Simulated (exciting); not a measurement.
# S L₂,₃-edge absorption of ZnS, all-electron BSE

How far do the exchange and direct terms reshape the S L₂,₃ edge of ZnS?

Main program and level: exciting sodium; X-ray absorption, core-level Bethe-Salpeter equation, exchange and statically screened direct term, Tamm-Dancoff, all-electron LAPW+lo LDA.

Report form: the programs' logs are mostly left out.

The database entry behind the starting cell differs from later determinations by our own check (about 0.1 % short), so it need not match the best structure at ambient conditions.

### 1. Set-up

It takes space group F-43m (No. 216, cubic). Conventional cell: a = 5.404 Å, b = 5.404 Å, c = 5.404 Å, α = 90.00°, β = 90.00°, γ = 90.00°. Nearest to Zn lie 4 S at 2.34 Å. S has 4 Zn at 2.34 Å nearest. Farther neighbours and most contacts between anions are not listed.

Structure file:

```cif
data_structure
_symmetry_space_group_name_H-M 'P 1'
_symmetry_Int_Tables_number 1
_cell_length_a 3.8212
_cell_length_b 3.8212
_cell_length_c 3.8212
_cell_angle_alpha 60.000
_cell_angle_beta 60.000
_cell_angle_gamma 60.000
_cell_volume 39.45
loop_
_atom_site_label
_atom_site_type_symbol
_atom_site_fract_x
_atom_site_fract_y
_atom_site_fract_z
_atom_site_occupancy
Zn1 Zn 0.75000 0.75000 0.75000 1
S2 S 0.00000 0.00000 0.00000 1
```

Differences between curves are given as r.m.s. difference over r.m.s. height.

### 2. Ground state

The species files are the program's own, with muffin-tin radii set in the input.

Contents of input.xml:

```
<input>
  <title>ZnS</title>
  <structure speciespath="." autormt="false" epslat="1.0e-5">
    <crystal>
      <basevect>0.0000000000 5.1060399878 5.1060399878</basevect>
      <basevect>5.1060399878 0.0000000000 5.1060399878</basevect>
      <basevect>5.1060399878 5.1060399878 0.0000000000</basevect>
    </crystal>
    <species speciesfile="Zn.xml" rmt="2.240">
      <atom coord="0.7500000000 0.7500000000 0.7500000000"/>
    </species>
    <species speciesfile="S.xml" rmt="2.049">
      <atom coord="0.0000000000 0.0000000000 0.0000000000"/>
    </species>
  </structure>
  <groundstate do="fromscratch" xctype="LDA_PW" ngridk="5 5 5" rgkmax="7" gmaxvr="14" nempty="8" swidth="0.001" maxscl="100" epsengy="1e-5"/>
</input>
```

The run is started by

```bash
$ OMP_NUM_THREADS=1 mpirun -n 2 exciting
```

Elapsed: 12 s, on 2 MPI ranks of Arm Neoverse V1, shared host.

The mesh shows a gap of 1.85 eV. Core levels (Dirac, from the valence top):

```
atom  level  energy (eV)
  Zn  2s1/2      -1151.4
  Zn  2p1/2      -1014.7
  Zn  2p3/2       -990.9
  Zn  3s1/2       -124.2
   S  1s1/2      -2389.8
   S  2s1/2       -203.8
   S  2p1/2       -150.3
   S  2p3/2       -149.0
```

### 3. A richer basis for the empty states

Each species file gets more local orbitals, built from u and its energy derivative at 0.15 Ha and u at 0.9 Ha.

input.xml is that of step 2.

Contents of SPECIES.xml, added lines:

```
<lo l="L">  <!-- L = 0, 1, 2 -->
  <wf matchingOrder="0" trialEnergy="0.1500" searchE="false"/>
  <wf matchingOrder="1" trialEnergy="0.1500" searchE="false"/>
  <wf matchingOrder="0" trialEnergy="0.9000" searchE="false"/>
</lo>
```

The run is started by

```bash
$ OMP_NUM_THREADS=1 mpirun -n 2 exciting
```

It took 14 s on 2 MPI ranks.

Against the first ground state the total energy moves by -11 meV an atom and the gap by 0.00 eV.

### 4. Screening, kernels and BSE for S atom 2

The absorber has 4 Zn at 2.34 Å (tetrahedral, site symmetry -43m).

Edit input.xml of step 3 so:

```diff
@@ -15,3 +15,19 @@
   </structure>
-  <groundstate do="fromscratch" xctype="LDA_PW" ngridk="5 5 5" rgkmax="7" gmaxvr="14" nempty="8" swidth="0.001" maxscl="100" epsengy="1e-5"/>
+  <groundstate do="skip" xctype="LDA_PW" ngridk="5 5 5" rgkmax="7" gmaxvr="14" nempty="8" swidth="0.001" maxscl="100" epsengy="1e-5"/>
+  <xs xstype="BSE" ngridk="4 4 4" ngridq="4 4 4" vkloff="0.097 0.273 0.493" rgkmax="7" nempty="20" gqmax="3" lmaxapwwf="5" lmaxemat="3" broad="0.01654" tevout="true">
+    <energywindow intv="5.102 6.765" points="452"/>
+    <screening screentype="full" nempty="37"/>
+    <BSE xas="true" xasspecies="2" xasatom="1" xasedge="L23" bsetype="singlet" nstlxas="1 16"/>
+    <qpointset>
+      <qpoint>0 0 0</qpoint>
+    </qpointset>
+    <plan>
+      <doonly task="xsgeneigvec"/>
+      <doonly task="writepmatxs"/>
+      <doonly task="scrgeneigvec"/>
+      <doonly task="scrwritepmat"/>
+      <doonly task="screen"/>
+      <doonly task="scrcoulint"/>
+    </plan>
+  </xs>
 </input>
```

Contents of input.xml for the exchange start (cutoff and plan only):

```
  gqmax="2.5"
  <plan>
    <doonly task="exccoulint"/>
  </plan>
```

Contents of input.xml for the last start (plan only):

```
  <plan>
    <doonly task="bse"/>
  </plan>
```

The run is started by

```bash
$ OMP_NUM_THREADS=1 mpirun -n 2 exciting
$ OMP_NUM_THREADS=1 mpirun -n 2 exciting
$ OMP_NUM_THREADS=2 exciting
```

It took 17 min on 2 MPI ranks.

Wall time by task: xsgeneigvec 3.5 s, writepmatxs 6.5 s, scrgeneigvec 2.4 s, scrwritepmat 1.7 s, screen 66 s, scrcoulint 3.6 min, exccoulint 9.2 min, bse 3 min.

The S L₂,₃ spectrum of S atom 2 (energy from the Kohn–Sham onset, core level to the lowest empty state found on the meshes used, 150.83 eV; the ground-state mesh sets it, and the shifted mesh has its lowest transition 0.78 eV above it; Im ε scaled to the maximum of the singlet run; cut below the end of the band set):

```
E (eV)  Im ε
  -3.0  0.02
  -2.5  0.03
  -2.0  0.03
  -1.5  0.05
  -1.0  0.07
  -0.5  0.12
   0.0  0.25
   0.5  0.33
   1.0  0.43
   1.5  0.46
   2.0  0.43
   2.5  0.41
   3.0  0.42
   3.5  0.48
   4.0  0.47
   4.5  0.54
   5.0  0.53
   5.5  0.48
   6.0  0.49
   6.5  0.49
   7.0  0.52
   7.5  0.59
   8.0  0.64
   8.5  0.67
   9.0  0.70
   9.5  0.77
  10.0  0.86
  10.5  0.98
  11.0  0.97
  11.5  0.93
  12.0  0.97
  12.5  0.88
  13.0  0.80
  13.5  0.82
  14.0  0.84
  14.5  0.88
  15.0  0.88
  15.5  0.90
  16.0  0.86
  16.5  0.75
  17.0  0.73
  17.5  0.72
  18.0  0.73
  18.5  0.74
  19.0  0.76
```

Maxima (height): 1.3 eV (0.47), 4.7 eV (0.56), 10.7 eV (1.00), 11.9 eV (0.97) and 15.5 eV (0.90).

The Hamiltonian has 6144 rows. The lowest groups of eigenvalues and the brightest ones, on the scale above (the program counts from the shifted mesh's onset, 0.78 eV higher). Core spinors bring spin-forbidden partners, so dark means forbidden by spin or by symmetry, and the shifted mesh splits states that symmetry would keep together:

| energy (eV) | states within 10 meV | relative strength |
| --- | --- | --- |
| 0.093 | 4 | 1.00 |
| 0.576 | 4 | 0.54 |
| 0.812 | 3 | 0.24 |
| 0.823 | 1 | 0.074 |
| 0.945 | 4 | 0.17 |
| 1.020 | 2 | 0.10 |
| 1.835 | 6 | 0.37 |
| 9.483 | 6 | 0.35 |
| 10.799 | 10 | 0.57 |
| 10.843 | 6 | 0.35 |
| 12.060 | 8 | 0.41 |

### 5. Independent particles

Edit input.xml of step 4 so:

```diff
@@ -19,3 +19,3 @@
     <screening screentype="full" nempty="37"/>
-    <BSE xas="true" xasspecies="2" xasatom="1" xasedge="L23" bsetype="singlet" nstlxas="1 16"/>
+    <BSE xas="true" xasspecies="2" xasatom="1" xasedge="L23" bsetype="IP" nstlxas="1 16"/>
     <qpointset>
@@ -24,8 +24,3 @@
     <plan>
-      <doonly task="xsgeneigvec"/>
-      <doonly task="writepmatxs"/>
-      <doonly task="scrgeneigvec"/>
-      <doonly task="scrwritepmat"/>
-      <doonly task="screen"/>
-      <doonly task="scrcoulint"/>
+      <doonly task="bse"/>
     </plan>
```

The run is started by

```bash
$ OMP_NUM_THREADS=2 exciting
```

Run time: 1.5 s. Hardware: 2 threads.

Maxima (height): 5.4 eV (0.41), 6.7 eV (0.37), 12.8 eV (0.86), 16.6 eV (1.00) and 17.8 eV (0.88). Against the singlet run the r.m.s. difference is 30 %. Moving the earlier curve by +2.4 eV leaves 16 %. The highest maximum lies at 16.6 eV (1.00), against 10.7 eV (1.00).

### 6. Exchange alone

Edit input.xml of step 5 so:

```diff
@@ -19,3 +19,3 @@
     <screening screentype="full" nempty="37"/>
-    <BSE xas="true" xasspecies="2" xasatom="1" xasedge="L23" bsetype="IP" nstlxas="1 16"/>
+    <BSE xas="true" xasspecies="2" xasatom="1" xasedge="L23" bsetype="RPA" nstlxas="1 16"/>
     <qpointset>
```

The run is started by

```bash
$ OMP_NUM_THREADS=2 exciting
```

Run time: 3 min. Hardware: 2 threads.

Maxima (height): 5.4 eV (0.39), 6.7 eV (0.35), 12.9 eV (0.82), 16.6 eV (0.98) and 17.8 eV (0.88). The spectrum differs from the independent-particle run by 4 % r.m.s.

### 7. Direct term alone

Edit input.xml of step 6 so:

```diff
@@ -19,3 +19,3 @@
     <screening screentype="full" nempty="37"/>
-    <BSE xas="true" xasspecies="2" xasatom="1" xasedge="L23" bsetype="RPA" nstlxas="1 16"/>
+    <BSE xas="true" xasspecies="2" xasatom="1" xasedge="L23" bsetype="triplet" nstlxas="1 16"/>
     <qpointset>
```

The run is started by

```bash
$ OMP_NUM_THREADS=2 exciting
```

It took 3 min on 2 threads.

Maxima (height): 1.3 eV (0.50), 4.7 eV (0.59), 10.6 eV (1.03), 11.9 eV (0.98) and 15.5 eV (0.88). The spectrum differs from the singlet run by 4 % r.m.s.

### 8. Broadening

Changed against the first singlet run: half width (eV) from 0.45 to 1.35.

Edit input.xml of step 7 so:

```diff
@@ -16,6 +16,6 @@
   <groundstate do="skip" xctype="LDA_PW" ngridk="5 5 5" rgkmax="7" gmaxvr="14" nempty="8" swidth="0.001" maxscl="100" epsengy="1e-5"/>
-  <xs xstype="BSE" ngridk="4 4 4" ngridq="4 4 4" vkloff="0.097 0.273 0.493" rgkmax="7" nempty="20" gqmax="3" lmaxapwwf="5" lmaxemat="3" broad="0.01654" tevout="true">
+  <xs xstype="BSE" ngridk="4 4 4" ngridq="4 4 4" vkloff="0.097 0.273 0.493" rgkmax="7" nempty="20" gqmax="3" lmaxapwwf="5" lmaxemat="3" broad="0.04961" tevout="true">
     <energywindow intv="5.102 6.765" points="452"/>
     <screening screentype="full" nempty="37"/>
-    <BSE xas="true" xasspecies="2" xasatom="1" xasedge="L23" bsetype="triplet" nstlxas="1 16"/>
+    <BSE xas="true" xasspecies="2" xasatom="1" xasedge="L23" bsetype="singlet" nstlxas="1 16"/>
     <qpointset>
```

The run is started by

```bash
$ OMP_NUM_THREADS=2 exciting
```

It took 3 min on 2 threads.

Against the singlet run the r.m.s. difference is 10 %. The highest maximum lies at 11.5 eV (0.83), against 10.7 eV (1.00). Only the width of each line changes; the area stays. A table step wider than the lines misses their tops.

```
E (eV)  first run  this run
  -8.0       0.01      0.02
  -7.0       0.01      0.03
  -6.0       0.01      0.03
  -5.0       0.01      0.04
  -4.0       0.02      0.05
  -3.0       0.02      0.07
  -2.0       0.03      0.09
  -1.0       0.07      0.15
   0.0       0.25      0.24
   1.0       0.43      0.34
   2.0       0.43      0.39
   3.0       0.42      0.42
   4.0       0.47      0.46
   5.0       0.53      0.49
   6.0       0.49      0.50
   7.0       0.52      0.54
   8.0       0.64      0.61
   9.0       0.70      0.68
  10.0       0.86      0.77
  11.0       0.97      0.83
  12.0       0.97      0.83
  13.0       0.80      0.80
  14.0       0.84      0.79
  15.0       0.88      0.80
  16.0       0.86      0.77
  17.0       0.73      0.72
  18.0       0.73      0.69
  19.0       0.76      0.68
```

### 9. Local-field cutoff

Changed against the first singlet run: cutoff of the screened term (bohr⁻¹) from 3 to 2 and cutoff of the exchange term (bohr⁻¹) from 2.5 to 2.

Edit input.xml of step 8 so:

```diff
@@ -16,3 +16,3 @@
   <groundstate do="skip" xctype="LDA_PW" ngridk="5 5 5" rgkmax="7" gmaxvr="14" nempty="8" swidth="0.001" maxscl="100" epsengy="1e-5"/>
-  <xs xstype="BSE" ngridk="4 4 4" ngridq="4 4 4" vkloff="0.097 0.273 0.493" rgkmax="7" nempty="20" gqmax="3" lmaxapwwf="5" lmaxemat="3" broad="0.04961" tevout="true">
+  <xs xstype="BSE" ngridk="4 4 4" ngridq="4 4 4" vkloff="0.097 0.273 0.493" rgkmax="7" nempty="20" gqmax="2" lmaxapwwf="5" lmaxemat="3" broad="0.01654" tevout="true">
     <energywindow intv="5.102 6.765" points="452"/>
@@ -24,3 +24,6 @@
     <plan>
-      <doonly task="bse"/>
+      <doonly task="xsgeneigvec"/>
+      <doonly task="screen"/>
+      <doonly task="scrcoulint"/>
+      <doonly task="exccoulint"/>
     </plan>
```

Contents of input.xml for the last start (plan only):

```
  <plan>
    <doonly task="bse"/>
  </plan>
```

The run is started by

```bash
$ OMP_NUM_THREADS=1 mpirun -n 2 exciting
$ OMP_NUM_THREADS=2 exciting
```

It took 9.2 min on 2 MPI ranks.

Wall time by task: xsgeneigvec 3.5 s, screen 38 s, scrcoulint 1.7 min, exccoulint 3.8 min, bse 2.9 min.

These settings are cheaper. Against the singlet run the r.m.s. difference is 6 %. The first bright state moves from 0.09 to 0.20 eV. The kernels miss the short-range part of the Coulomb interaction, its components above their cutoff.

```
E (eV)  first run  this run
  -3.0       0.02      0.02
  -2.0       0.03      0.03
  -1.0       0.07      0.06
   0.0       0.25      0.18
   1.0       0.43      0.43
   2.0       0.43      0.47
   3.0       0.42      0.46
   4.0       0.47      0.51
   5.0       0.53      0.57
   6.0       0.49      0.52
   7.0       0.52      0.57
   8.0       0.64      0.69
   9.0       0.70      0.75
  10.0       0.86      0.92
  11.0       0.97      0.97
  12.0       0.97      0.98
  13.0       0.80      0.79
  14.0       0.84      0.82
  15.0       0.88      0.84
  16.0       0.86      0.82
  17.0       0.73      0.69
  18.0       0.73      0.69
  19.0       0.76      0.71
```

### 10. Another input

In this try the input is made faulty on purpose, to show what that does.

Edit input.xml of step 9 so:

```diff
@@ -16,3 +16,3 @@
   <groundstate do="skip" xctype="LDA_PW" ngridk="5 5 5" rgkmax="7" gmaxvr="14" nempty="8" swidth="0.001" maxscl="100" epsengy="1e-5"/>
-  <xs xstype="BSE" ngridk="4 4 4" ngridq="4 4 4" vkloff="0.097 0.273 0.493" rgkmax="7" nempty="20" gqmax="2" lmaxapwwf="5" lmaxemat="3" broad="0.01654" tevout="true">
+  <xs xstype="BSE" ngridk="2 2 2" ngridq="2 2 2" vkloff="0 0 0" rgkmax="7" nempty="20" gqmax="3" lmaxapwwf="5" lmaxemat="3" broad="0.01654" tevout="true">
     <energywindow intv="5.102 6.765" points="452"/>
@@ -25,5 +25,7 @@
       <doonly task="xsgeneigvec"/>
+      <doonly task="writepmatxs"/>
+      <doonly task="scrgeneigvec"/>
+      <doonly task="scrwritepmat"/>
       <doonly task="screen"/>
       <doonly task="scrcoulint"/>
-      <doonly task="exccoulint"/>
     </plan>
```

Contents of input.xml for the exchange start (cutoff and plan only):

```
  gqmax="2.5"
  <plan>
    <doonly task="exccoulint"/>
  </plan>
```

Contents of input.xml for the last start (plan only):

```
  <plan>
    <doonly task="bse"/>
  </plan>
```

The run is started by

```bash
$ OMP_NUM_THREADS=1 mpirun -n 2 exciting
$ OMP_NUM_THREADS=1 mpirun -n 2 exciting
$ OMP_NUM_THREADS=2 exciting
```

It took 93 s on 2 MPI ranks.

Wall time by task: xsgeneigvec 2.3 s, writepmatxs 2 s, scrgeneigvec 1.1 s, scrwritepmat 1.4 s, screen 4.9 s, scrcoulint 5.6 s, exccoulint 70 s, bse 1.1 s.

The input has a fault: a coarse mesh through the zone centre samples only symmetric points. In all it changes the k mesh from 4×4×4 to 2×2×2 and mesh offset from shifted to 0 0 0. The spectrum differs from the singlet run by 58 % r.m.s. The highest maximum lies at 10.6 eV (2.30), against 10.7 eV (1.00). The first bright state moves from 0.09 to -0.93 eV. The lowest bare transition of this run lies at 0.00 eV, against 0.78. A coarse mesh samples few band energies, and it inflates the long-range part of the attraction. Symmetric points repeat the same band energies.

| E (eV) | first run | this run |
| --- | --- | --- |
| -3.0 | 0.02 | 0.03 |
| -2.0 | 0.03 | 0.07 |
| -1.0 | 0.07 | 0.34 |
| 0.0 | 0.25 | 0.27 |
| 1.0 | 0.43 | 0.46 |
| 2.0 | 0.43 | 0.34 |
| 3.0 | 0.42 | 0.21 |
| 4.0 | 0.47 | 0.53 |
| 5.0 | 0.53 | 0.42 |
| 6.0 | 0.49 | 0.29 |
| 7.0 | 0.52 | 0.16 |
| 8.0 | 0.64 | 0.26 |
| 9.0 | 0.70 | 1.02 |
| 10.0 | 0.86 | 1.28 |
| 11.0 | 0.97 | 1.71 |
| 12.0 | 0.97 | 1.44 |
| 13.0 | 0.80 | 0.62 |
| 14.0 | 0.84 | 0.33 |
| 15.0 | 0.88 | 0.21 |
| 16.0 | 0.86 | 0.28 |
| 17.0 | 0.73 | 0.51 |
| 18.0 | 0.73 | 0.44 |
| 19.0 | 0.76 | 0.47 |

### 11. The levels of theory side by side

```csv
level,curve passes 0.15 (eV),highest maximum (eV),its height
IP,1.5,16.6,1.00
RPA,1.6,16.6,0.98
direct only,-0.4,10.6,1.03
singlet,-0.3,10.7,1.00
```

```csv
E (eV),IP,RPA,direct only,singlet
-3.0,0.01,0.01,0.02,0.02
-2.0,0.02,0.01,0.04,0.03
-1.0,0.02,0.02,0.07,0.07
0.0,0.03,0.03,0.27,0.25
1.0,0.08,0.08,0.47,0.43
2.0,0.22,0.21,0.46,0.43
3.0,0.28,0.26,0.45,0.42
4.0,0.32,0.30,0.50,0.47
5.0,0.36,0.33,0.56,0.53
6.0,0.36,0.35,0.51,0.49
7.0,0.37,0.35,0.55,0.52
8.0,0.38,0.35,0.68,0.64
9.0,0.44,0.41,0.74,0.70
10.0,0.50,0.46,0.91,0.86
11.0,0.64,0.60,0.98,0.97
12.0,0.75,0.71,0.98,0.97
13.0,0.86,0.82,0.80,0.80
14.0,0.75,0.72,0.84,0.84
15.0,0.80,0.77,0.86,0.88
16.0,0.89,0.86,0.83,0.86
17.0,0.92,0.92,0.71,0.73
18.0,0.87,0.87,0.70,0.73
19.0,0.85,0.86,0.72,0.76
```

### 12. Outcome

```
absorber and edge   : S L₂,₃, atom 2
surroundings        : 4 Zn at 2.34 Å (tetrahedral, site symmetry -43m)
first bright state  : 0.09 eV from the Kohn–Sham onset, on this mesh
highest maximum     : 10.7 eV
cost of the BSE run : 17 min on 2 MPI ranks of Arm Neoverse V1, shared host; the last task ran on as many threads
```

Is a core exciton bound? Undecided on this mesh: the first bright state (over 5 % of the brightest) lies at 0.09 eV from the Kohn–Sham onset and at -0.68 eV from the lowest bare transition of its own mesh. Changing the half width (eV) from 0.45 to 1.35 alters the spectrum by 10 % r.m.s. Exchange alone changes the independent-particle spectrum by 4 % r.m.s. Leaving exchange out of the full kernel changes the spectrum by 4 % r.m.s. With 64 k points the binding energies are rough, and fine structure above the first lines is partly noise of the mesh. Exchange and the short-range direct term aren't converged in the kernel cutoff. The zero comes from the unshifted 5×5×5 ground-state mesh; it is exact only where the band minimum lies on that mesh. The conduction states carry no spin here, so the exchange coupling to the spinor core hole is only partly held. The Kohn–Sham onset, 151 eV, is no photon energy (tabulated edge of the element: 162.5 eV): the scale needs a rigid shift. Bands and screening come from semilocal DFT, whose small gap overscreens. Vibrations and energy-dependent lifetimes are left out. The structure is a published determination, not relaxed.

[Logs are printed without paths, hosts, clocks, repeated set-up lines and the standing remarks that a program may print on its own settings, such as how far it seeks lower states.]

[Hosts, paths, dates, database ids (printed as entryN), source tags and the programs' standing remarks are cut or masked in the printed files.]
